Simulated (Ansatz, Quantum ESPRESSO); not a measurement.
# CsPbCl3 (Pm-3m): zone-centre phonons, part 2 of 3

Which modes does CsPbCl3 (Pm-3m) have at the zone centre?

Quantum ESPRESSO 7.5; DFT LDA, scalar-relativistic, plane waves, JTH PAW pseudopotentials.

So far. Step 2 (A first look): A gap of 1.7 eV opens on this mesh, so the crystal is taken as an insulator; the start stands at -1.4 GPa. Step 4 (Ground state): The cell stands at -0.035 GPa, close enough for phonons. The relaxed cell has a = 5.520 Å (conventional setting).

## Step 5: Linear response at Γ

At q = 0 one unit cell holds all displacements; symmetry groups them into irreducible representations that are solved one by one. The response to a field gives ε∞ and the Born charges, which polar modes need.

ph.in reads:

```
phonons
 &inputph
    prefix='x',
    outdir='./tmp',
    fildyn='g.dyn',
    tr2_ph=1.0d-18,
    epsil=.true.,
 /
0.000000000 0.000000000 0.000000000
```

Run with:

```sh
> OMP_NUM_THREADS=1 mpirun -n 4 ph.x -nk 4 -in ph.in > ph.out
```

Log:

```text
[banners, grids, parts of the stress and lines that vanish by symmetry left out]
[banner, memory and clock lines left out]
Program PHONON v.7.5

     ./tmp/x.save/

     file Cs.upf: wavefunction(s)  6S 0P 5D 0D renormalized
     file Pb.upf: wavefunction(s)  0S 6P 0P 5D 0D renormalized
     file Cl.upf: wavefunction(s)  3S 0S 3P 0P renormalized

     IMPORTANT: XC functional enforced from input :
     Exchange-correlation= PW
                           (   1   4   0   0   0   0   0)
     Any further DFT definition will be discarded
     Please, verify this is what you really want

     G-vector sticks info

     Check: negative core charge=   -0.000025

     negative rho (up, down):  2.172E-01 0.000E+00
     Reading collected, re-writing distributed wavefunctions in ./tmp/

     Number and degeneracy of irreps per q-point
       N         xq(1)         xq(2)         xq(3)   N irreps
       1   0.000000000   0.000000000   0.000000000       5
        3   3   3   3   3

     Calculation of q =    0.0000000   0.0000000   0.0000000

     phonons

     bravais-lattice index     =            0
     lattice parameter (alat)  =      10.4316  a.u.
     unit-cell volume          =    1135.1635 (a.u.)^3
     number of atoms/cell      =            5
     number of atomic types    =            3
     kinetic-energy cut-off    =      40.0000  Ry
     charge density cut-off    =     200.0000  Ry
     convergence threshold     =      1.0E-18
     beta                      =       0.7000
     number of iterations used =            4
     Exchange-correlation= PW
                           (   1   4   0   0   0   0   0)

     celldm(1)=   10.43165  celldm(2)=    0.00000  celldm(3)=    0.00000
     celldm(4)=    0.00000  celldm(5)=    0.00000  celldm(6)=    0.00000

     crystal axes: (cart. coord. in units of alat)
               a(1) = (  1.0000  0.0000  0.0000 )
               a(2) = (  0.0000  1.0000  0.0000 )
               a(3) = (  0.0000  0.0000  1.0000 )

     reciprocal axes: (cart. coord. in units 2 pi/alat)
               b(1) = (  1.0000  0.0000  0.0000 )
               b(2) = (  0.0000  1.0000  0.0000 )
               b(3) = (  0.0000  0.0000  1.0000 )

     Atoms inside the unit cell:

     Cartesian axes

     site n.  atom      mass           positions (alat units)
        1  Cs    132.9055   tau(    1) = (    0.00000    0.00000    0.00000  )
        2  Pb    207.2000   tau(    2) = (    0.50000    0.50000    0.50000  )
        3  Cl     35.4500   tau(    3) = (    0.50000    0.50000    0.00000  )
        4  Cl     35.4500   tau(    4) = (    0.00000    0.50000    0.50000  )
        5  Cl     35.4500   tau(    5) = (    0.50000    0.00000    0.50000  )

     Computing dynamical matrix for
                    q = (   0.0000000   0.0000000   0.0000000 )

     49 Sym.Ops. (with q -> -q+G )

     G cutoff =  551.2846  (  54339 G-vectors)     FFT grid: ( 48, 48, 48)
     G cutoff =  441.0277  (  38911 G-vectors)  smooth grid: ( 45, 45, 45)
     number of k points=    10
                       cart. coord. in units 2pi/alat
        k(    1) = (   0.0000000   0.0000000   0.0000000), wk =   0.0312500
        k(    2) = (   0.0000000   0.0000000   0.2500000), wk =   0.1875000
        k(    3) = (   0.0000000   0.0000000  -0.5000000), wk =   0.0937500
        [... further k-points left out ...]

     PseudoPot. # 1 for Cs read from file:
     ./pseudo/Cs.upf
     Pseudo is Projector augmented-wave + core cor, Zval =  9.0
     Shape of augmentation charge: SINC**2

     PseudoPot. # 2 for Pb read from file:
     ./pseudo/Pb.upf
     Pseudo is Projector augmented-wave + core cor, Zval = 14.0
     Shape of augmentation charge: BESSEL

     PseudoPot. # 3 for Cl read from file:
     ./pseudo/Cl.upf
     Pseudo is Projector augmented-wave + core cor, Zval =  7.0
     Shape of augmentation charge: SINC**2

     Mode symmetry, O_h (m-3m)  point group:

     Electric field:
     Dielectric constant
     Born effective charges as d Force / d E

     Atomic displacements:
     There are    5 irreducible representations

     Representation     1      3 modes -  To be done

     Representation     2      3 modes -  To be done

     Representation     3      3 modes -  To be done

     Representation     4      3 modes -  To be done

     Representation     5      3 modes -  To be done

     Alpha used in Ewald sum =   1.8000

     negative rho (up, down):  2.172E-01 0.000E+00

     Electric Fields Calculation

      thresh= 1.000E-02 alpha_mix =  0.700 |ddv_scf|^2 =  1.593E-07

      [... iterations left out ...]
      thresh= 1.606E-10 alpha_mix =  0.700 |ddv_scf|^2 =  2.120E-19

     End of electric fields calculation

          Dielectric constant in cartesian axis

          (       5.593483543       0.000000000       0.000000000 )
          (       0.000000000       5.593483543       0.000000000 )
          (       0.000000000       0.000000000       5.593483543 )

          Effective charges (d Force / dE) in cartesian axis without acoustic sum rule applied (asr)

           atom    1  Cs    Mean Z*:        1.31287
      Ex  (        1.31287        0.00000        0.00000 )
      Ey  (        0.00000        1.31287        0.00000 )
      Ez  (        0.00000        0.00000        1.31287 )
           atom    2  Pb    Mean Z*:        3.93403
      Ex  (        3.93403        0.00000        0.00000 )
      Ey  (        0.00000        3.93403        0.00000 )
      Ez  (        0.00000        0.00000        3.93403 )
           atom    3  Cl    Mean Z*:       -2.00032
      Ex  (       -0.52276        0.00000        0.00000 )
      Ey  (        0.00000       -0.52276        0.00000 )
      Ez  (        0.00000        0.00000       -4.95545 )
           atom    4  Cl    Mean Z*:       -2.00032
      Ex  (       -4.95545        0.00000        0.00000 )
      Ey  (        0.00000       -0.52276        0.00000 )
      Ez  (        0.00000        0.00000       -0.52276 )
           atom    5  Cl    Mean Z*:       -2.00032
      Ex  (       -0.52276        0.00000        0.00000 )
      Ey  (        0.00000       -4.95545        0.00000 )
      Ez  (        0.00000        0.00000       -0.52276 )

          Effective charges Sum: Mean:       -0.75406
             -0.75406        0.00000        0.00000
              0.00000       -0.75406        0.00000
              0.00000        0.00000       -0.75406

          Effective charges (d Force / dE) in cartesian axis with asr applied:
           atom    1  Cs    Mean Z*:        1.46368
      E*x (        1.46368        0.00000        0.00000 )
      E*y (        0.00000        1.46368        0.00000 )
      E*z (        0.00000        0.00000        1.46368 )
           atom    2  Pb    Mean Z*:        4.08485
      E*x (        4.08485        0.00000        0.00000 )
      E*y (        0.00000        4.08485        0.00000 )
      E*z (        0.00000        0.00000        4.08485 )
           atom    3  Cl    Mean Z*:       -1.84951
      E*x (       -0.37194        0.00000        0.00000 )
      E*y (        0.00000       -0.37194        0.00000 )
      E*z (        0.00000        0.00000       -4.80464 )
           atom    4  Cl    Mean Z*:       -1.84951
      E*x (       -4.80464        0.00000        0.00000 )
      E*y (        0.00000       -0.37194        0.00000 )
      E*z (        0.00000        0.00000       -0.37194 )
           atom    5  Cl    Mean Z*:       -1.84951
      E*x (       -0.37194        0.00000        0.00000 )
      E*y (        0.00000       -4.80464        0.00000 )
      E*z (        0.00000        0.00000       -0.37194 )

     Representation #   1 modes #   1   2   3

     Self-consistent Calculation

      thresh= 1.000E-02 alpha_mix =  0.700 |ddv_scf|^2 =  1.403E-07

      [... iterations left out ...]
      thresh= 4.316E-10 alpha_mix =  0.700 |ddv_scf|^2 =  6.233E-19

     End of self-consistent calculation

     Convergence has been achieved

     Representation #   2 modes #   4   5   6

     Self-consistent Calculation

      thresh= 1.000E-02 alpha_mix =  0.700 |ddv_scf|^2 =  1.135E-06

      [... iterations left out ...]
      thresh= 4.804E-10 alpha_mix =  0.700 |ddv_scf|^2 =  2.995E-19

     End of self-consistent calculation

     Convergence has been achieved

     Representation #   3 modes #   7   8   9

     Self-consistent Calculation

      thresh= 1.000E-02 alpha_mix =  0.700 |ddv_scf|^2 =  1.219E-07

      [... iterations left out ...]
      thresh= 1.009E-09 alpha_mix =  0.700 |ddv_scf|^2 =  5.434E-19

     End of self-consistent calculation

     Convergence has been achieved

     Representation #   4 modes #  10  11  12

     Self-consistent Calculation

      thresh= 1.000E-02 alpha_mix =  0.700 |ddv_scf|^2 =  3.502E-07

      [... iterations left out ...]
      thresh= 1.186E-10 alpha_mix =  0.700 |ddv_scf|^2 =  8.827E-20

     End of self-consistent calculation

     Convergence has been achieved

     Representation #   5 modes #  13  14  15

     Self-consistent Calculation

      thresh= 1.000E-02 alpha_mix =  0.700 |ddv_scf|^2 =  7.980E-08

      [... iterations left out ...]
      thresh= 4.157E-10 alpha_mix =  0.700 |ddv_scf|^2 =  5.188E-20

     End of self-consistent calculation

     Convergence has been achieved

     Number of q in the star =    1
     List of q in the star:
          1   0.000000000   0.000000000   0.000000000

          Dielectric constant in cartesian axis

          (       5.593483543       0.000000000       0.000000000 )
          (       0.000000000       5.593483543       0.000000000 )
          (       0.000000000       0.000000000       5.593483543 )

          Effective charges (d Force / dE) in cartesian axis without acoustic sum rule applied (asr)

           atom    1  Cs    Mean Z*:        1.31287
      Ex  (        1.31287        0.00000        0.00000 )
      Ey  (        0.00000        1.31287        0.00000 )
      Ez  (        0.00000        0.00000        1.31287 )
           atom    2  Pb    Mean Z*:        3.93403
      Ex  (        3.93403        0.00000        0.00000 )
      Ey  (        0.00000        3.93403        0.00000 )
      Ez  (        0.00000        0.00000        3.93403 )
           atom    3  Cl    Mean Z*:       -2.00032
      Ex  (       -0.52276        0.00000        0.00000 )
      Ey  (        0.00000       -0.52276        0.00000 )
      Ez  (        0.00000        0.00000       -4.95545 )
           atom    4  Cl    Mean Z*:       -2.00032
      Ex  (       -4.95545        0.00000        0.00000 )
      Ey  (        0.00000       -0.52276        0.00000 )
      Ez  (        0.00000        0.00000       -0.52276 )
           atom    5  Cl    Mean Z*:       -2.00032
      Ex  (       -0.52276        0.00000        0.00000 )
      Ey  (        0.00000       -4.95545        0.00000 )
      Ez  (        0.00000        0.00000       -0.52276 )

          Effective charges Sum: Mean:       -0.75406
             -0.75406        0.00000        0.00000
              0.00000       -0.75406        0.00000
              0.00000        0.00000       -0.75406

          Effective charges (d Force / dE) in cartesian axis with asr applied:
           atom    1  Cs    Mean Z*:        1.46368
      E*x (        1.46368        0.00000        0.00000 )
      E*y (        0.00000        1.46368        0.00000 )
      E*z (        0.00000        0.00000        1.46368 )
           atom    2  Pb    Mean Z*:        4.08485
      E*x (        4.08485        0.00000        0.00000 )
      E*y (        0.00000        4.08485        0.00000 )
      E*z (        0.00000        0.00000        4.08485 )
           atom    3  Cl    Mean Z*:       -1.84951
      E*x (       -0.37194        0.00000        0.00000 )
      E*y (        0.00000       -0.37194        0.00000 )
      E*z (        0.00000        0.00000       -4.80464 )
           atom    4  Cl    Mean Z*:       -1.84951
      E*x (       -4.80464        0.00000        0.00000 )
      E*y (        0.00000       -0.37194        0.00000 )
      E*z (        0.00000        0.00000       -0.37194 )
           atom    5  Cl    Mean Z*:       -1.84951
      E*x (       -0.37194        0.00000        0.00000 )
      E*y (        0.00000       -4.80464        0.00000 )
      E*z (        0.00000        0.00000       -0.37194 )

     Diagonalizing the dynamical matrix

     q = (    0.000000000   0.000000000   0.000000000 )

 **************************************************************************
     freq (    1) =      -1.104390 [THz] =     -36.838490 [cm-1]
     freq (    2) =      -1.104390 [THz] =     -36.838490 [cm-1]
     freq (    3) =      -1.104390 [THz] =     -36.838490 [cm-1]
     freq (    4) =      -1.031917 [THz] =     -34.421030 [cm-1]
     freq (    5) =      -1.031917 [THz] =     -34.421030 [cm-1]
     freq (    6) =      -1.031917 [THz] =     -34.421030 [cm-1]
     freq (    7) =       0.128630 [THz] =       4.290649 [cm-1]
     freq (    8) =       0.128630 [THz] =       4.290649 [cm-1]
     freq (    9) =       0.128630 [THz] =       4.290649 [cm-1]
     freq (   10) =       1.014356 [THz] =      33.835270 [cm-1]
     freq (   11) =       1.014356 [THz] =      33.835270 [cm-1]
     freq (   12) =       1.014356 [THz] =      33.835270 [cm-1]
     freq (   13) =       4.798266 [THz] =     160.052910 [cm-1]
     freq (   14) =       4.798266 [THz] =     160.052910 [cm-1]
     freq (   15) =       4.798266 [THz] =     160.052910 [cm-1]
 **************************************************************************

     Mode symmetry, O_h (m-3m)  point group:

     freq (   1-   3) =        -36.8  [cm-1]   --> T_1u G_15  G_4- I
     freq (   4-   6) =        -34.4  [cm-1]   --> T_2u G_25  G_5-
     freq (   7-   9) =          4.3  [cm-1]   --> T_1u G_15  G_4- I
     freq (  10-  12) =         33.8  [cm-1]   --> T_1u G_15  G_4- I
     freq (  13-  15) =        160.1  [cm-1]   --> T_1u G_15  G_4- I
```

The job ended after 8.7 min (4 MPI ranks of Arm Neoverse V2, shared host).

Read from the output:

```
miss of the charge sum rule                                       : 0.7541 e
largest acoustic frequency at the zone centre before the sum rule : 4.29 cm⁻¹
highest optical zone-centre mode (no LO-TO term)                  : 160.1 cm⁻¹
lowest optical zone-centre mode                                   : -36.84 cm⁻¹
mean high-frequency dielectric constant                           : 5.593
largest Born charge in size (third of the trace)                  : 3.934 e
```

Optical modes; normalised displacements of the dynamical-matrix file. The modes at Γ (shares of kinetic energy by element, %) (negative means imaginary):

```tsv
mode	frequency (cm⁻¹)	symmetry	Cs %	Pb %	Cl %
1	-36.8	T1u	29	0	71
2	-36.8	T1u	29	0	71
3	-36.8	T1u	29	0	71
4	-34.4	T2u	0	0	100
5	-34.4	T2u	0	0	100
6	-34.4	T2u	0	0	100
7	33.8	T1u	43	37	19
8	33.8	T1u	43	37	19
9	33.8	T1u	43	37	19
10	160.1	T1u	0	14	86
11	160.1	T1u	0	14	86
12	160.1	T1u	0	14	86
```

Displacements in mode 2 (-36.8 cm⁻¹), the largest set to 1:
```
Cs1  0.01  0.01  0.47
Pb2  0.00  0.00  0.04
Cl3 -0.02 -0.01  0.06
Cl4  0.00 -0.01 -1.00
Cl5 -0.02  0.00 -1.00
```

Displacements in mode 11 (160.1 cm⁻¹), the largest set to 1:
```
Cs1  0.00  0.00  0.01
Pb2  0.00  0.00  0.17
Cl3  0.00  0.00 -1.00
Cl4  0.00  0.00  0.00
Cl5  0.00  0.00  0.00
```

Born charge (rows field, columns displacement), before the sum rule (e), principal values of the symmetric part by kind of site:

```tsv
atom	atoms with these values	low	middle	high	mean
Cs1	1	1.31	1.31	1.31	1.31
Pb2	1	3.93	3.93	3.93	3.93
Cl3	3	-4.96	-0.52	-0.52	-2.00
```

In full for Cl3:

```
-0.52  0.00  0.00
 0.00 -0.52  0.00
 0.00  0.00 -4.96
```

High-frequency dielectric tensor:

```
5.59 0.00 0.00
0.00 5.59 0.00
0.00 0.00 5.59
```

The acoustic modes at Γ come out as far as 4.3 cm⁻¹ from zero, where they should vanish, a small numerical error; the Born charges miss their sum rule by 0.75 e, too much: mesh or cutoff is short for the field response. The lowest optical mode is imaginary, 37i cm⁻¹, an instability at this level and on this k mesh.

## Step 6: Zone-centre analysis

A rigid shift of the crystal must cost nothing, but grids and finite bases break this; the acoustic sum rule is imposed before the matrix is diagonalised again. With Born charges the intensities follow; a static dielectric tensor has no meaning with imaginary modes.

dynmat.in reads:

```
 &input
    fildyn='g.dyn',
    asr='simple',
    lperm=.true.,
 /
```

Run with:

```sh
> dynmat.x -in dynmat.in > dynmat.out
```

Log:

```text
[banner, memory and clock lines left out]
Program DYNMAT v.7.5

     Reading Dynamical Matrix from file g.dyn
     ...Force constants read
     ...epsilon and Z* read
     A direction for q was not specified:TO-LO splitting will be absent

     Polarizability (A^3 units)
     multiply by 0.395076 for Clausius-Mossotti correction
        61.488533    0.000000    0.000000
         0.000000   61.488533    0.000000
         0.000000    0.000000   61.488533

     IR activities are in (D/A)^2/amu units

# mode   [cm-1]    [THz]      IR
    1    -37.60   -1.1272    0.4004
    2    -37.60   -1.1272    0.4004
    3    -37.60   -1.1272    0.4004
    4    -35.38   -1.0606    0.0000
    5    -35.38   -1.0606    0.0000
    6    -35.38   -1.0606    0.0000
    7     -0.00   -0.0000    0.0000
    8      0.00    0.0000    0.0000
    9      0.00    0.0000    0.0000
   10     33.52    1.0048    0.1310
   11     33.52    1.0048    0.1310
   12     33.52    1.0048    0.1310
   13    160.09    4.7993   16.9020
   14    160.09    4.7993   16.9020
   15    160.09    4.7993   16.9020

Electronic dielectric permittivity tensor (relative, adimensional)
         5.593484    0.000000    0.000000
         0.000000    5.593484    0.000000
         0.000000    0.000000    5.593484

 ... with zone-center polar mode contributions
        15.434599    0.000000   -0.000000
         0.000000   15.434599   -0.000000
        -0.000000   -0.000000   15.434599

[end of the log left out, with the tail of the file of modes that dynmat.x writes under the same name]
```

Run time: 0.47 s. Hardware: 1 thread.

Read from the output:

```yaml
lowest_optical_zone_centre_mode: -37.6 cm⁻¹
```

Zone-centre frequencies as printed; negative means imaginary. Modes:

```tsv
mode	frequency (cm⁻¹)
1	-37.6
2	-37.6
3	-37.6
4	-35.38
5	-35.38
6	-35.38
7	0
8	0
9	0
10	33.52
11	33.52
12	33.52
13	160.1
14	160.1
15	160.1
```

Degenerate modes summed, no LO-TO term; imaginary modes left out. Lines of the infrared spectrum (strongest = 100):

```tsv
position (cm⁻¹)	lines merged	label	IR intensity, relative
34	3	T1u	0.8
160	3	T1u	100
```

The rule also moves an optical mode by 1.0 cm⁻¹.

## Step 7: Sum rules set otherwise: a sum rule for molecules or wires on a crystal

This rule also removes rotations, which suits wires and not a crystal; it is tried to see the harm.

dynmat.in reads:

```
 &input
    fildyn='g.dyn',
    asr='one-dim',
    lperm=.true.,
 /
```

Run with:

```sh
> dynmat.x -in dynmat.in > dynmat.out
```

Log:

```text
[banner, memory and clock lines left out]
Program DYNMAT v.7.5

     Reading Dynamical Matrix from file g.dyn
     ...Force constants read
     ...epsilon and Z* read
asr rotation axis in 1D system=    3
     Acoustic Sum Rule: || Z*(ASR) - Z*(orig)|| =    1.155165E+00
     Acoustic Sum Rule: ||dyn(ASR) - dyn(orig)||=    1.041569E-02
     A direction for q was not specified:TO-LO splitting will be absent

     Polarizability (A^3 units)
     multiply by 0.395076 for Clausius-Mossotti correction
        61.488533    0.000000    0.000000
         0.000000   61.488533    0.000000
         0.000000    0.000000   61.488533

     IR activities are in (D/A)^2/amu units

# mode   [cm-1]    [THz]      IR
    1    -38.30   -1.1483    0.4588
    2    -36.96   -1.1080    0.3991
    3    -36.96   -1.1080    0.3991
    4    -34.42   -1.0319    0.0000
    5    -34.42   -1.0319    0.0000
    6     -0.00   -0.0000    0.0000
    7      0.00    0.0000    0.0000
    8      0.00    0.0000    0.0000
    9      0.00    0.0000    0.0000
   10     24.70    0.7405    0.2139
   11     33.69    1.0099    0.1312
   12     33.69    1.0099    0.1312
   13    159.83    4.7915   15.0595
   14    160.08    4.7991   16.9032
   15    160.08    4.7991   16.9032

Electronic dielectric permittivity tensor (relative, adimensional)
         5.593484    0.000000    0.000000
         0.000000    5.593484    0.000000
         0.000000    0.000000    5.593484

 ... with zone-center polar mode contributions
        16.468714   -1.045778   -0.000000
        -1.045778   16.468714    0.000000
        -0.000000    0.000000   15.422937

[end of the log left out, with the tail of the file of modes that dynmat.x writes under the same name]
```

The job ended after 0.47 s (1 thread).

The run ended normally, but on settings that are not sound.

The fault: a sum rule for molecules or wires on a crystal; 1 optical mode is projected out to zero frequency, as if it were a rotation.

For a crystal the rule has to be 'simple' or 'crystal'.

Zone-centre frequencies as printed; negative means imaginary. Modes:

```tsv
mode	frequency (cm⁻¹)
1	-38.3
2	-36.96
3	-36.96
4	-34.42
5	-34.42
6	0
7	0
8	0
9	0
10	24.7
11	33.69
12	33.69
13	159.8
14	160.1
15	160.1
```

(Continued in part 3 of 3.)

[Host names and launcher messages were left out of these logs when they were recorded.]

[Logs are printed without paths, hosts, clocks, repeated set-up lines and the standing remarks that a program may print on its own settings, such as how far it seeks lower states.]

[Hosts, paths, dates, database ids (printed as entryN), source tags and the programs' standing remarks are cut or masked in the printed files.]
